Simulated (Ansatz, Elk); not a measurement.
# HfCo5: X-ray structure factors from the self-consistent density

The structure of HfCo5 used here is made up (a known structure type with other elements) and was relaxed beforehand with PBE. The aim is the Fourier transform of its all-electron density, F(hkl), set beside the sum over free spherical atoms that refinements use.

Program: Elk 11.2.3 (patched build). Level of theory: DFT, PBE, all-electron APW+lo, Dirac cores, scalar-relativistic bands, static density, ferromagnetic start. Results are calculated unless marked as measured.

The structure was built from a prototype and need not be the compound's stable phase.

**1. Set-up**

It takes space group P6/mmm (No. 191, hexagonal). Conventional cell: a = 4.740 Å, b = 4.740 Å, c = 3.964 Å, α = 90.00°, β = 90.00°, γ = 120.00°. Hf has 6 Co at 2.74 Å nearest. Co has 8 Co at 2.37 to 2.41 Å nearest. Co has 9 Co at 2.41 to 2.74 Å and 3 Hf at 2.74 Å nearest. Farther neighbours are not listed.

**2. Ground state and structure factors**

An all-electron density is needed, since X-rays see the cores too. Task 0 finds the density and task 195 Fourier-transforms it; tshift is off so that phases refer to the origin typed.

elk.in

```
tasks
  0
  195
  196

xctype
  20

spinpol
  .true.

rgkmax
  7.0

gmaxvr
  14.0

lmaxo
  7

lmaxapw
  8

swidth
  0.002

tshift
  .false.

ramdisk
  .false.

hmaxvr
  5.5

maxscl
  120

epspot
  1e-06

reducebf
  0.8

sppath
  './'

avec
  8.95698798923 0.00000000000 0.00000000000
  -4.47849399461 7.75697914006 0.00000000000
  0.00000000000 0.00000000000 7.49005247749

atoms
  2
  'Hf.in'
  1
  0.0000000000 0.0000000000 0.0000000000   0.000000 0.000000 0.000000
  'Co.in'
  5
  0.0000000000 0.5000000000 0.5000000000   0.000000 0.000000 -0.075000
  0.5000000000 0.5000000000 0.5000000000   0.000000 0.000000 -0.075000
  0.5000000000 -0.0000000000 0.5000000000   0.000000 0.000000 -0.075000
  0.6666666667 0.3333333333 0.0000000000   0.000000 0.000000 -0.065000
  0.3333333333 0.6666666667 0.0000000000   0.000000 0.000000 -0.065000

ngridk
  5 5 5
```

Run with:

```console
> OMP_NUM_THREADS=4 elk
```

Numbers of over 12 decimals in the logs are rounded to 6 here.

Log:

```text
┌─────────────────────────┐
│ Elk code version 11.2.3 │
└─────────────────────────┘

All units are atomic (Hartree, Bohr, etc.)

┌─────────────────────────────────────────────────┐
│ Ground-state run starting from atomic densities │
└─────────────────────────────────────────────────┘

Lattice vectors :
   8.956987989       0.000000000       0.000000000
  -4.478493995       7.756979140       0.000000000
   0.000000000       0.000000000       7.490052477

Reciprocal lattice vectors :
  0.7014841724      0.4050020758      -0.000000000
   0.000000000      0.8100041516       0.000000000
   0.000000000      -0.000000000      0.8388706656

Unit cell volume      :    520.4026218
Brillouin zone volume :   0.4766505837

Muffin-tin inner radius fraction :   0.1000000000E-01

Nuclei treated as point charges

Species : 1 (Hf)
 parameters loaded from : Hf.in
 name : hafnium
 nuclear charge    :   -72.00000000
 electronic charge :    72.00000000
 atomic mass :    325367.3659
 muffin-tin radius :    2.800000000
 number of radial points in muffin-tin :   1393
 inner part over the whole radius :   0.9942779402E-02
 number on inner part of muffin-tin    :    999
 approximate nuclear radius :   0.1000320365E-03
 number of mesh points to nuclear radius :    518
 atomic positions (lattice), magnetic fields (Cartesian) :
  1 :   0.00000000  0.00000000  0.00000000    0.00000000  0.00000000  0.00000000

Species : 2 (Co)
 parameters loaded from : Co.in
 name : cobalt
 nuclear charge    :   -27.00000000
 electronic charge :    27.00000000
 atomic mass :    107428.6517
 muffin-tin radius :    2.214246997
 number of radial points in muffin-tin :    993
 inner part over the whole radius :   0.9921295154E-02
 number on inner part of muffin-tin    :    699
 approximate nuclear radius :   0.7243775530E-04
 number of mesh points to nuclear radius :    335
 atomic positions (lattice), magnetic fields (Cartesian) :
  1 :   0.00000000  0.50000000  0.50000000    0.00000000  0.00000000 -0.07500000
  2 :   0.50000000  0.50000000  0.50000000    0.00000000  0.00000000 -0.07500000
  3 :   0.50000000  0.00000000  0.50000000    0.00000000  0.00000000 -0.07500000
  4 :  -0.33333333  0.33333333  0.00000000    0.00000000  0.00000000 -0.06500000
  5 :   0.33333333 -0.33333333  0.00000000    0.00000000  0.00000000 -0.06500000

Total number of atoms per unit cell :    6
Total muffin-tin volume :    319.3242309
 ratio of muffin-tin to unit cell volume :   0.6136099580

Spin treatment :
 spin-polarised
 global magnetic field (Cartesian) :    0.000000000       0.000000000       0.000000000
 collinear magnetisation in z-direction

Number of Bravais lattice symmetries :   24
Number of crystal symmetries         :   24
Crystal has inversion symmetry
Real symmetric eigensolver will be used

k-point grid :      5     5     5
k-point offset :    0.000000000       0.000000000       0.000000000
k-point set is reduced with full crystal symmetry group
Total number of k-points :       15

Muffin-tin radius times maximum |G+k| :    7.000000000
 using average radius
Maximum |G+k| for APW functions       :    3.027848641
Maximum (1/2)|G+k|²                   :    4.583933696
Maximum |G| for potential and density :    14.00000000
Constant for pseudocharge density :   10
 order of it for each species :   17  17
 order of it for pair densities of each species (exact exchange by exxq0 0: 18) :   14   9
Radial integration step length :    1

G-vector grid sizes :     40    40    35
Number of G-vectors :    24045

Maximum angular momentum used for
 APW functions            :    8
 outer part of muffin-tin :    7
 inner part of muffin-tin :    2

Total nuclear charge    :   -207.0000000
Total core charge       :    106.0000000
Total valence charge    :    101.0000000
Total excess charge     :    0.000000000
Total electronic charge :    207.0000000

Effective Wigner radius, rₛ :   0.8435163540

Number of empty states         :     72
Total number of valence states :    246
[...]
total in muffin-tins        :    8.283997102
 total moment                :    7.893507847

RMS change in Kohn-Sham potential (target) :    3.941690300     (  0.1000000000E-05)
Absolute change in total energy (target)   :   0.7429418427     (  0.1000000000E-03)

[... loops 3 to 24 left out ...]

┌──────────────────┐
│ Loop number : 25 │
└──────────────────┘

Energies :
 Fermi                       :     0.331300
 sum of occupied eigenvalues :     -13248.171707487
 electron kinetic            :      23959.670328344
 core electron kinetic       :      22745.448099885
 Coulomb                     :     -45416.445747651
 Coulomb potential           :     -36414.772800276
 nuclear-nuclear             :     -2606.7540842910
 electron-nuclear            :     -49282.965578799
 Hartree                     :      6473.2739154396
 Madelung                    :     -27209.059347513
 xc potential                :     -792.83386768561
 xc effective B-field        :    -0.235359
 external B-field            :      0.000000
 exchange                    :     -597.70634131380
 correlation                 :     -10.716833166922
 electron entropic           :    -0.30143650908548E-02
 total energy                :     -22065.201608153
 (external B-field energy excluded from total)

Density of states at Fermi energy :    223.7786022
 (states/Hartree/unit cell)

Estimated indirect band gap :   0.2376091203E-03
 from k-point 10 to k-point 15
Estimated direct band gap   :   0.2486262063E-02
 at k-point 5

Charges :
 core                        :    106.0000000
 valence                     :    101.0000000
 interstitial                :    7.242060636
 muffin-tins (core leakage)
  species : 1 (Hf)
[...]
species : 2 (Co)
[...]
total in muffin-tins        :    199.7579394
 total calculated charge     :    206.9932427
 total charge                :    207.0000000
 error                       :   0.6757315753E-02

Moments :
 interstitial                :  -0.3400078073
 muffin-tins
  species : 1 (Hf)
[...]
species : 2 (Co)
[...]
total in muffin-tins        :    6.895833182
 total moment                :    6.555825374

RMS change in Kohn-Sham potential (target) :   0.6862915944E-06 (  0.1000000000E-05)
Absolute change in total energy (target)   :   0.1546126805E-04 (  0.1000000000E-03)

Convergence targets achieved

┌──────────────────┐
│ Loop number : 26 │
└──────────────────┘

Energies :
 Fermi                       :     0.331300
 sum of occupied eigenvalues :     -13248.171709202
 electron kinetic            :      23959.670330283
 core electron kinetic       :      22745.448103924
 Coulomb                     :     -45416.445754455
 Coulomb potential           :     -36414.772795343
 nuclear-nuclear             :     -2606.7540842910
 electron-nuclear            :     -49282.965600476
 Hartree                     :      6473.2739303113
 Madelung                    :     -27209.059356784
 xc potential                :     -792.83388492309
 xc effective B-field        :    -0.235354
 external B-field            :      0.000000
 exchange                    :     -597.70633991420
 correlation                 :     -10.716833401765
 electron entropic           :    -0.30144137650394E-02
 total energy                :     -22065.201611903
 (external B-field energy excluded from total)

Density of states at Fermi energy :    223.7830514
 (states/Hartree/unit cell)

Estimated indirect band gap :   0.2374964585E-03
 from k-point 10 to k-point 15
Estimated direct band gap   :   0.2486254805E-02
 at k-point 5

Charges :
 core                        :    106.0000000
 valence                     :    101.0000000
 interstitial                :    7.242059425
 muffin-tins (core leakage)
  species : 1 (Hf)
[...]
species : 2 (Co)
[...]
atom 3                    :    25.87483032     (  0.1226723772E-02)
   atom 4                    :    25.89036926     (  0.1232226280E-02)
   atom 5                    :    25.89036926     (  0.1232226280E-02)
 total in muffin-tins        :    199.7579406
 total calculated charge     :    206.9932427
 total charge                :    207.0000000
 error                       :   0.6757316116E-02

Moments :
 interstitial                :  -0.3399953929
 muffin-tins
  species : 1 (Hf)
[...]
species : 2 (Co)
[...]
atom 3                    :    1.534657219
   atom 4                    :    1.323894039
   atom 5                    :    1.323894039
 total in muffin-tins        :    6.895780969
 total moment                :    6.555785577

┌──────────────────────────────┐
│ Self-consistent loop stopped │
└──────────────────────────────┘

Warning : core states of species 2 leak from the muffin-tin :   0.1232226280E-02

Wrote STATE.OUT
```

Wall time 2.5 min (4 threads of AMD EPYC 9R45 (Zen 5), shared host); peak memory 0.63 GiB; 9.1 min of CPU time.

SFACRHO.OUT:

```text

h k l indices transformed by vhmat matrix:
   1.000000000       0.000000000       0.000000000    
   0.000000000       1.000000000       0.000000000    
   0.000000000       0.000000000       1.000000000    

      h      k      l  multipl.   |H|            Re(F)            Im(F)           |F|

      0      0      0      1   0.0000000       207.00000      0.78960949E-17   207.00000    
      1      0      0      6  0.81000415       17.839898     -0.72220372E-14   17.839898    
      0      0     -1      2  0.83887067       42.042694     -0.82536550E-14   42.042694    
      1      0     -1     12   1.1661092       62.419810      0.10833056E-13   62.419810    
      2     -1      0      6   1.4029683       80.525681      0.41641754E-14   80.525681    
      2     -2      0      6   1.6200083       96.517510      0.25277130E-13   96.517510    
     -2      1      1     12   1.6346327       115.64327      0.61259593E-15   115.64327    
      0      0     -2      2   1.6777413       152.98471      0.13900224E-13   152.98471    
      2      0     -1     12   1.8243166      -17.927596     -0.54165279E-14   17.927596    
     -1      1      2     12   1.8630413       18.943388      0.12638565E-13   18.943388    
     -3      1      0     12   2.1430695       18.791582      -0.0000000       18.791582    
     -1      2     -2     12   2.1870382       68.806871     -0.65363507E-14   68.806871    
     -1      3      1     24   2.3014020       51.006846     -0.10833056E-13   51.006846    
      0      2      2     12   2.3322184       82.759835     -0.12638565E-13   82.759835    
     -3      0      0      6   2.4300125       65.321503      0.37079942E-14   65.321503    
      0      0     -3      2   2.5166120       33.754611     -0.16475481E-13   33.754611    
      3      0      1     12   2.5707323       93.514796     -0.26337690E-13   93.514796    
      1     -1      3     12   2.6437554       47.773906     -0.18055093E-13   47.773906
```

Elk indexes on the primitive cell of elk.in and gives |H| = 4π sin θ/λ in inverse bohr. Below, one row stands for each form hkl of the conventional cell (m members, Friedel mates merged), F is for one primitive cell and the density is static (no thermal factor). Free-atom factors are Waasmaier and Kirfel's, and R is Σm||F|−|F'||/Σm|F|.

```csv
hkl,m,sin θ/λ (Å⁻¹),"abs F, DFT",neutral atoms,diff.
100,6,0.122,17.840,18.387,-0.547
001,2,0.126,42.043,42.186,-0.144
101,12,0.175,62.420,62.542,-0.122
110,6,0.211,80.526,80.824,-0.298
200,6,0.244,96.517,97.074,-0.557
111,12,0.246,115.643,116.289,-0.646
002,2,0.252,152.985,153.777,-0.792
201,12,0.274,17.928,18.399,-0.471
102,12,0.280,18.943,18.701,+0.242
210,12,0.322,18.792,18.613,+0.178
112,12,0.329,68.807,68.960,-0.154
211,24,0.346,51.007,51.053,-0.047
202,12,0.351,82.760,82.989,-0.230
300,6,0.365,65.322,65.499,-0.177
003,2,0.378,33.755,33.710,+0.044
301,12,0.387,93.515,93.704,-0.189
103,12,0.398,47.774,47.842,-0.068
212,24,0.409,18.323,18.272,+0.051
220,6,0.422,116.723,116.891,-0.168
113,12,0.433,87.141,87.163,-0.022
310,12,0.439,18.102,18.118,-0.016
221,12,0.440,31.673,31.732,-0.059
```

**3. The magnetisation density**

The same run holds the spin density, and task 196 transforms it. The order is that of the start, and no other was tried.

SFACMAG_1.OUT:

```text

h k l indices transformed by vhmat matrix:
   1.000000000       0.000000000       0.000000000    
   0.000000000       1.000000000       0.000000000    
   0.000000000       0.000000000       1.000000000    

      h      k      l  multipl.   |H|            Re(F)            Im(F)           |F|

      0      0      0      1   0.0000000       6.5557858      0.11118254E-17   6.5557858    
      1      0      0      6  0.81000415      -2.8148426     -0.56422165E-15   2.8148426    
      0      0     -1      2  0.83887067      -1.9568847     -0.52771009E-15   1.9568847    
      1      0     -1     12   1.1661092      0.83315800E-01  0.67706598E-15  0.83315800E-01
      2     -1      0      6   1.4029683      0.78115158      0.23012587E-15  0.78115158    
      2     -2      0      6   1.6200083       2.1892538      0.14669763E-14   2.1892538    
     -2      1      1     12   1.6346327       2.8382814      0.40565087E-16   2.8382814    
      0      0     -2      2   1.6777413       4.8046649      0.74671804E-15   4.8046649    
      2      0     -1     12   1.8243166      -3.6025794     -0.22568866E-15   3.6025794    
     -1      1      2     12   1.8630413      -1.7053018      0.67706598E-15   1.7053018    
     -3      1      0     12   2.1430695      -1.3804976      -0.0000000       1.3804976    
     -1      2     -2     12   2.1870382      0.53667608     -0.28342996E-15  0.53667608    
     -1      3      1     24   2.3014020      0.11397355     -0.45137732E-15  0.11397355    
      0      2      2     12   2.3322184       1.4465859     -0.67706598E-15   1.4465859    
     -3      0      0      6   2.4300125      0.54025657      0.89261629E-16  0.54025657    
      0      0     -3      2   2.5166120     -0.74997026     -0.64360024E-15  0.74997026
```

The total moment is 6.56 μB a cell; sphere moments: Hf1 -0.36, Co2 +1.53, Co3 +1.53, Co4 +1.53, Co5 +1.32, Co6 +1.32 μB. Polarised neutrons measure spin and orbital magnetisation together; without spin-orbit coupling the run gives the spin part:

```csv
hkl,sin θ/λ (Å⁻¹),abs F_M (μB)
100,0.122,2.815
001,0.126,1.957
101,0.175,0.083
110,0.211,0.781
200,0.244,2.189
111,0.246,2.838
002,0.252,4.805
201,0.274,3.603
102,0.280,1.705
210,0.322,1.381
112,0.329,0.537
211,0.346,0.114
202,0.351,1.447
300,0.365,0.540
```

[end of part 1 of 2]

[Logs are printed without paths, hosts, clocks, repeated set-up lines and the standing remarks that a program may print on its own settings, such as how far it seeks lower states.]

[Hosts, paths, dates, database ids (printed as entryN), source tags and the programs' standing remarks are cut or masked in the printed files.]
